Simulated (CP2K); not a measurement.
Two runs for the Cl L₂,₃ edge of 4-chloropyridine. Run A: CP2K XAS_TDP, all-electron GAPW, PBEh(45%), aug-pc-1, TDA, ZORA, spin–orbit coupling. Run B differs in one setting.

First lines with a strength over 0.0003. A:

```csv
atom,energy (eV),states,"strength, one atom"
Cl1 (bonded to C),199.43,2,0.0073
,200.57,1,0.0003
,200.94,2,0.0049
,201.87,2,0.0010
,201.99,2,0.0007
```

B:

```
             atom  energy (eV)  states  strength, one atom
Cl1 (bonded to C)       203.03       2              0.0069
                        204.13       1              0.0004
                        204.53       2              0.0049
                        205.48       2              0.0008
                        205.56       2              0.0008
```

**Question.** Which was it: GW2X switched on, the functional, the basis?

GW2X switched on. GW2X shifts the lines nearly together; each 2p level gets its own shift. The lowest line over the strength cut lies at 203.03 eV, against 199.43 eV (PBEh(45%), aug-pc-1).

[Banner, clock and machine lines of the logs are left out without a mark of their own.]

[Logs are printed without paths, hosts, clocks, repeated set-up lines and the standing remarks that a program may print on its own settings, such as how far it seeks lower states.]

[Hosts, paths, dates, database ids (printed as entryN), source tags and the programs' standing remarks are cut or masked in the printed files.]
